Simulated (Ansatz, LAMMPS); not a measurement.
# A frame of liquid HfO2 from 3173 K, run at 300 K (129 atoms): a short ab initio trajectory

Aim: follow a frame of liquid HfO2 from 3173 K, run at 300 K (129 atoms) for a short time with forces from DFT, then look at structure and electrons in the last frame.

Program: Ansatz 0.2.0. Level of theory: Kohn-Sham DFT, RPBE, PAW (set soft_2), plane waves. Results are calculated unless marked as measured.

### Step 1. The starting structure

The cell holds 129 atoms: 43 Hf and 86 O. Cell: a = 12.261 Å, b = 12.261 Å, c = 12.261 Å, α = 90.0°, β = 90.0°, γ = 90.0°. 129 atoms (43 Zr, 86 O) placed at random at 4.77 g/cm³, melted at 4500 K for 20 ps at fixed volume with the Morse and Coulomb pair potential with partial charges (Pedone, Malavasi, Menziani, Cormack and Segre, J. Phys. Chem. B 110, 11780 (2006)). Snapshot at the end of a hold of 20 ps at 3173 K and fixed volume. Then Zr was replaced by Hf (the potential has no terms for the new elements, so the cell is a start for a DFT relaxation).

What the set-up can't give: The network of bonds at the start is that of the classical potential that made the cell. The cell was made at 3173 K but the dynamics is set to 300 K: the trajectory isn't one at 3173 K. Only the Γ point is sampled, in a cell whose shortest periodic width is 12 Å. No spin–orbit coupling is included, so levels derived from the heavy atoms are approximate.

### Step 2. Single point at the start

A single point comes first, to see the forces before anything moves.

input.yaml reads:

```yaml
crystal:
  lattice:
    - [12.2605, 0.0, 0.0]
    - [0.0, 12.2605, 0.0]
    - [0.0, 0.0, 12.2605]
  atoms:
    - { symbol: Hf, position: [0.59965, 0.03697, 0.77067] }
    - { symbol: Hf, position: [0.35859, 0.26601, 0.80898] }
    - { symbol: Hf, position: [0.89051, 0.78203, 0.62721] }
    - { symbol: Hf, position: [0.08853, 0.84392, 0.15942] }
    [... 119 atom lines left out ...]
    - { symbol: O, position: [0.05937, 0.02608, 0.16224] }
    - { symbol: O, position: [0.99071, 0.52138, 0.24126] }
    - { symbol: O, position: [0.62138, 0.88262, 0.12427] }
    - { symbol: O, position: [0.1845, 0.56752, 0.92514] }
    - { symbol: O, position: [0.62817, 0.97874, 0.92749] }
    - { symbol: O, position: [0.19653, 0.20672, 0.76219] }
kpoints:
  mp_grid: { grid: [1, 1, 1] }
hamiltonian:
  xc: rpbe
scf:
  occupations: { method: gaussian, width: 0.05 }
output:
  forces: true
  stress: true
```

The run is started by

```sh
$ ansatz run input.yaml --threads 8 --pin off --max-ram 15872MiB --backend cpu --events-out ev --progress --plain --runs-dir out
```

Wall time 52 s (8 threads of Arm Neoverse V2, shared host); peak memory 4.1 GiB.

Numbers from this run:

```yaml
free_energy: -725660.1945 eV
free_energy_per_atom: -5625.2728 eV/atom
scf_cycles: 14
pressure: -5.24 GPa
r_m_s_force_component: 1.731 eV/Å
longest_force: 6.427 eV/Å
fermi_energy: 12.32 eV
```

The r.m.s. force component of 1.7 eV/Å and the pressure of -5.2 GPa set the starting point.

Neighbours are counted within 2.88 Å (O-Hf).

Length of the force by element and coordination:

```csv
element,coordination,atoms,mean length of the force (eV/Å),spread,least,most
Hf,all,43,3.47,1.49,1.27,6.43
Hf,5,9,4.20,1.36,1.62,6.41
Hf,6,24,3.23,1.41,1.42,5.82
Hf,7,9,3.47,1.67,1.27,6.43
Hf,8,1,2.68,0,2.68,2.68
O,all,86,2.28,1.07,0.397,5.07
O,2,12,2.25,1.61,0.511,5.07
O,3,60,2.31,0.984,0.397,4.65
O,4,14,2.17,0.778,0.941,3.62
```

### Step 3. Dynamics started at 300 K

A Nosé–Hoover thermostat steers the temperature while disturbing the dynamics little. The time step is 1.0 fs.

input.yaml: that of step 2 with these lines changed.

```diff
@@ -16 +16,8 @@
   stress: true
+md:
+  timestep: 1.0
+  n_steps: 70
+  ensemble: nvt_nose_hoover
+  temperature: 300
+  initial_velocities: maxwell_boltzmann
+  seed: 7681
```

It took 32 min on 8 threads; peak memory 4.6 GiB.

The program notes that the SCF threshold is loose for the stress and it switched symmetry off.

The trajectory, sampled:

```
time (fs)  T (K)  potential (meV/atom)  conserved (meV/atom)
      0.0    300                   0.0                  0.00
      5.0    494                 -25.0                 -0.06
      9.0    856                 -71.8                 -0.17
     14.0   1237                -122.3                 -0.24
     19.0   1344                -140.5                 -0.20
     23.0   1320                -142.8                 -0.14
     28.0   1340                -153.3                 -0.16
     33.0   1385                -167.1                 -0.21
     37.0   1356                -169.5                 -0.20
     42.0   1269                -165.1                 -0.16
     47.0   1230                -166.8                 -0.16
     51.0   1240                -173.5                 -0.20
     56.0   1221                -178.6                 -0.21
     61.0   1167                -179.4                 -0.20
     65.0   1123                -179.9                 -0.21
     70.0   1070                -180.4                 -0.20
```

Mean square displacement from the first frame to the last: Hf 0.062 Å², O 0.27 Å².

Table of mean square displacement by time lag:

| time lag (fs) | Hf (Å²) | O (Å²) |
| --- | --- | --- |
| 1.0 | 1.7e-5 | 1.8e-4 |
| 2.0 | 6.7e-5 | 7.2e-4 |
| 3.0 | 1.5e-4 | 0.00162 |
| 5.0 | 4.3e-4 | 0.00451 |
| 6.0 | 6.1e-4 | 0.00649 |
| 8.0 | 0.00110 | 0.0115 |
| 9.0 | 0.00140 | 0.0145 |
| 10.0 | 0.00173 | 0.0178 |
| 12.0 | 0.00250 | 0.0254 |
| 13.0 | 0.00294 | 0.0295 |
| 15.0 | 0.00393 | 0.0386 |
| 16.0 | 0.00447 | 0.0434 |
| 18.0 | 0.00567 | 0.0535 |
| 19.0 | 0.00632 | 0.0587 |
| 20.0 | 0.00701 | 0.0640 |
| 22.0 | 0.00848 | 0.0749 |
| 23.0 | 0.00926 | 0.0804 |
| 25.0 | 0.0109 | 0.0914 |
| 26.0 | 0.0118 | 0.0968 |
| 27.0 | 0.0127 | 0.102 |
| 29.0 | 0.0146 | 0.113 |
| 30.0 | 0.0156 | 0.118 |
| 32.0 | 0.0177 | 0.129 |
| 33.0 | 0.0188 | 0.134 |
| 35.0 | 0.0210 | 0.144 |

Over the second half of 70 fs the temperature averages 1219 K, falling from about 1320 to 1112 K (means over the first and last quarter of that half). The conserved energy stays within 0.24 meV/atom. From first frame to last O has the largest mean square displacement, 0.27 Å² at the end; the farthest move is 1.17 Å. The mean temperature of 1219 K lies well off the 300 K of the input, so the thermostat hasn't yet brought the run to equilibrium. The count of bonds goes from 260 in the first frame to 261 in the last, by one set of cutoffs: 8 pairs passed out of them and 9 came within. The run spans 0.07 ps, too short for its means to be equilibrium values.

### Step 4. Structure statistics late in the run

The g(r) is a mean over the second half; what follows it is taken at the last frame.

Bonds before and after, by the cutoffs listed below:

| pair | bonds before | bonds after | mean before (Å) | mean after (Å) | spread before (Å) | spread after (Å) |
| --- | --- | --- | --- | --- | --- | --- |
| O-Hf | 260 | 261 | 2.223 | 2.217 | 0.223 | 0.237 |

Density 8.15 g/cm³, 14.29 Å³ an atom.

Mean of 13 frames. Pair distribution functions g(r), in bins of 0.2 Å:

| r (Å) | total | O-O | O-Hf | Hf-Hf |
| --- | --- | --- | --- | --- |
| 1.70 | 0.01 | 0.00 | 0.03 | 0.00 |
| 1.90 | 0.97 | 0.00 | 2.17 | 0.00 |
| 2.10 | 2.05 | 0.00 | 4.61 | 0.00 |
| 2.30 | 1.20 | 0.08 | 2.62 | 0.00 |
| 2.50 | 0.74 | 0.86 | 0.82 | 0.00 |
| 2.70 | 1.04 | 1.88 | 0.44 | 0.00 |
| 2.90 | 1.08 | 2.21 | 0.23 | 0.00 |
| 3.10 | 0.88 | 1.67 | 0.29 | 0.12 |
| 3.30 | 1.10 | 1.58 | 0.39 | 2.01 |
| 3.50 | 0.90 | 0.96 | 0.49 | 2.27 |
| 3.70 | 0.98 | 0.78 | 0.80 | 2.46 |
| 3.90 | 0.93 | 0.74 | 0.92 | 1.77 |
| 4.10 | 1.06 | 0.83 | 1.10 | 1.83 |
| 4.30 | 1.01 | 0.84 | 1.24 | 0.75 |
| 4.50 | 0.95 | 0.69 | 1.29 | 0.68 |
| 4.70 | 1.06 | 0.79 | 1.48 | 0.43 |
| 4.90 | 1.06 | 0.94 | 1.26 | 0.70 |
| 5.10 | 0.99 | 0.96 | 1.13 | 0.61 |
| 5.30 | 1.02 | 1.04 | 1.07 | 0.74 |
| 5.50 | 0.99 | 1.23 | 0.76 | 0.95 |
| 5.70 | 1.06 | 1.25 | 0.92 | 0.84 |
| 5.90 | 1.00 | 1.15 | 0.89 | 0.84 |

Bonds by pair of elements; cutoffs follow the first minimum of g(r), held within bounds set by covalent radii, and pairs that aren't listed don't count as bonded:

```
pair A-B  cutoff (Å)  bonds  mean length (Å)  spread (Å)  shortest (Å)  B about A  A about B
    O-Hf        2.88    261             2.22       0.237          1.81       3.04       6.07
```

How many atoms have how many bonded neighbours:

```csv
element,mean,2,3,4,5,6,7,8
Hf,6.07,0,0,1,5,28,8,1
O,3.04,13,57,16,0,0,0,0
```

Bond angles (no mean is given where the spread exceeds 20°):

```
  angle  count  mean (°)  spread (°)
 O-Hf-O    672         -           -
Hf-O-Hf    280       115        19.9
```

Bond length by coordination (bonds to H left out):

```csv
element,coordination,atoms,mean bond length (Å)
Hf,4,1,2.04
Hf,5,5,2.15
Hf,6,28,2.20
Hf,7,8,2.29
Hf,8,1,2.35
O,2,13,2.00
O,3,57,2.20
O,4,16,2.35
```

For some of the pairs, g(r) has its first main peak near 2.8 Å (O-O) and 2.1 Å (O-Hf). With the cutoffs above, 65 % of Hf atoms have 6 and 66 % of O atoms have 3 bonded neighbours. Bonds at O atoms with 2 neighbours average 2.00 Å, against 2.35 Å at those with 4.

### Step 5. Single point at the last frame

The last frame is solved again with fuller output, to read the electronic structure of a thermally displaced geometry.

input.yaml reads:

```yaml
crystal:
  lattice:
    - [12.2605, 0.0, 0.0]
    - [0.0, 12.2605, 0.0]
    - [0.0, 0.0, 12.2605]
  atoms:
    - { symbol: Hf, position: [0.60053, 0.04162, 0.76683] }
    - { symbol: Hf, position: [0.36092, 0.25988, 0.81121] }
    - { symbol: Hf, position: [0.87408, 0.77464, 0.64068] }
    - { symbol: Hf, position: [0.09104, 0.85687, 0.16379] }
    [... 119 atom lines left out ...]
    - { symbol: O, position: [0.03915, 0.01188, 0.18167] }
    - { symbol: O, position: [0.98374, 0.50402, 0.24981] }
    - { symbol: O, position: [0.61085, 0.87442, 0.16528] }
    - { symbol: O, position: [0.16191, 0.57981, 0.92329] }
    - { symbol: O, position: [0.60021, 0.99109, 0.92206] }
    - { symbol: O, position: [0.20738, 0.20735, 0.79331] }
kpoints:
  mp_grid: { grid: [1, 1, 1] }
hamiltonian:
  xc: rpbe
scf:
  occupations: { method: gaussian, width: 0.05 }
output:
  forces: true
  stress: true
  populations: true
  dos:
    method: { smearing: { sigma: 0.08 } }
    de: 0.1
    projected: { site_lists: { Hf: [Hf], O: [O] } }
  eigenvalues: true
  write_density: true
  write_potential: true
  volumetric_format: npy
  elf: true
```

The job ended after 70 s (8 threads; peak memory 4.3 GiB; 8.9 min of CPU time).

Numbers from this run:

```yaml
free_energy: -725683.4650 eV
free_energy_per_atom: -5625.4532 eV/atom
scf_cycles: 12
pressure: -3.799 GPa
r_m_s_force_component: 1.193 eV/Å
longest_force: 4.842 eV/Å
fermi_energy: 12.62 eV
spacing_of_highest_filled_and_lowest_empty_level: 2.885 eV
spilling_of_the_projection: 0.002854
```

Neighbours are counted within 2.88 Å (O-Hf), the cutoffs taken from the dynamics.

Length of the force by element and coordination:

| element | coordination | atoms | mean length of the force (eV/Å) | spread | least | most |
| --- | --- | --- | --- | --- | --- | --- |
| Hf | all | 43 | 2.28 | 0.956 | 0.423 | 4.53 |
| Hf | 4 | 1 | 2.48 | 0 | 2.48 | 2.48 |
| Hf | 5 | 5 | 2.99 | 1.08 | 1.26 | 4.37 |
| Hf | 6 | 28 | 2.17 | 0.887 | 0.423 | 4.09 |
| Hf | 7 | 8 | 2.27 | 1.02 | 1.52 | 4.53 |
| Hf | 8 | 1 | 1.75 | 0 | 1.75 | 1.75 |
| O | all | 86 | 1.62 | 0.861 | 0.0866 | 4.84 |
| O | 2 | 13 | 1.51 | 0.981 | 0.530 | 4.22 |
| O | 3 | 57 | 1.69 | 0.901 | 0.0866 | 4.84 |
| O | 4 | 16 | 1.44 | 0.500 | 0.626 | 2.52 |

Löwdin charges by element and coordination (they lack the spilled electrons, 0.036 e an atom on average):

```
element  coordination  atoms  mean charge (e)  spread   least    most
     Hf           all     43             1.48  0.0459    1.39    1.60
     Hf             4      1             1.52       0    1.52    1.52
     Hf             5      5             1.47  0.0353    1.44    1.53
     Hf             6     28             1.49  0.0468    1.39    1.60
     Hf             7      8             1.48  0.0508    1.41    1.59
     Hf             8      1             1.50       0    1.50    1.50
      O           all     86           -0.688  0.0464  -0.802  -0.572
      O             2     13           -0.654  0.0563  -0.768  -0.572
      O             3     57           -0.689  0.0405  -0.774  -0.599
      O             4     16           -0.709  0.0417  -0.802  -0.630
```

Density of states as counts of states in windows of 1 eV (from the Fermi level), total and the larger projections:

```
from (eV)  to (eV)  total    O p  Hf d   Hf f
      -14      -13  236.3    0.5   0.1  235.3
      -13      -12  345.7    1.0   0.2  343.8
      -12      -11   20.0    0.1   0.0   19.9
      -11       -8    0.0    0.0   0.0    0.0
       -8       -7    1.3    0.9   0.2    0.0
       -7       -6   59.1   41.4  12.8    0.2
       -6       -5  119.0   87.1  26.0    0.4
       -5       -4  116.2   92.8  18.0    0.4
       -4       -3  117.0  101.8  10.9    0.4
       -3       -2   87.8   80.5   4.9    0.2
       -2       -1   15.6   14.5   0.7    0.0
       -1        1    0.0    0.0   0.0    0.0
        1        2   18.5    1.9  13.8    0.0
        2        3   81.9    8.9  65.2    0.0
        3        4  101.3   13.6  75.4    0.0
        4        5   95.9   15.7  64.7    0.0
```

The curve was stored every 0.100 eV, coarse against its broadening of 0.08 eV, so these counts are rough.

Between -26 and -14 eV lie 172 more states.

The stored curve holds about 1290 of the 1634 electrons; the rest, give or take the few that broadening carries across the Fermi level, lie in deeper levels below its range.

The levels nearest the highest filled one (over half full), pooled over k-points and spins:

| level less the highest filled one (eV) | occupation |
| --- | --- |
| -0.440 | 2 |
| -0.370 | 2 |
| -0.325 | 2 |
| -0.234 | 2 |
| -0.202 | 2 |
| 0 | 2 |
| 2.89 | 0 |
| 3.18 | 0 |
| 3.20 | 0 |
| 3.26 | 0 |
| 3.31 | 0 |
| 3.34 | 0 |

Mean Löwdin charges: Hf +1.48, O -0.69 e. The largest share in the top eV of filled states is O p (94 % of the projected weight), and in the lowest eV of empty states Hf d (80 % of the projected weight).

### Step 6. Outcome

```
mean temperature, second half                                : 1219 K
temperature swing, second half                               : 79.31 K
mean pressure, second half                                   : -3.432 GPa
slope of the conserved energy against time, by least squares : -1.427 meV/atom/ps
free energy per atom                                         : -5625.4532 eV/atom
pressure                                                     : -3.799 GPa
r.m.s. force component                                       : 1.193 eV/Å
gap (highest filled to lowest empty level)             : 2.885 eV
wall time of the 3 DFT runs                                  : 34 min
```

Over the second half of 70 fs the temperature averages 1219 K, falling from about 1320 to 1112 K (means over the first and last quarter of that half). The conserved energy stays within 0.24 meV/atom. The mean temperature of 1219 K lies well off the 300 K of the input, so the thermostat hasn't yet brought the run to equilibrium. The count of bonds goes from 260 in the first frame to 261 in the last, by one set of cutoffs: 8 pairs passed out of them and 9 came within. The run spans 0.07 ps, too short for its means to be equilibrium values. With the cutoffs above, 65 % of Hf atoms have 6 and 66 % of O atoms have 3 bonded neighbours. Between filled and empty levels lie 2.89 eV (at Γ alone); a semilocal functional tends to put such gaps too low. In a disordered cell it changes from sample to sample and from frame to frame.

**Limits.** The network of bonds at the start is that of the classical potential that made the cell; in DFT 8 of its 260 bonded pairs passed out of the cutoffs and 9 came within them. The stress is far from hydrostatic: its diagonal is -3.0, -5.8, -2.6 GPa, compression counted positive. The pressure of -3.8 GPa is that of one thermal frame at a volume set beforehand, without the kinetic term.

[Logs are printed without paths, hosts, clocks, repeated set-up lines and the standing remarks that a program may print on its own settings, such as how far it seeks lower states.]

[Hosts, paths, dates, database ids (printed as entryN), source tags and the programs' standing remarks are cut or masked in the printed files.]
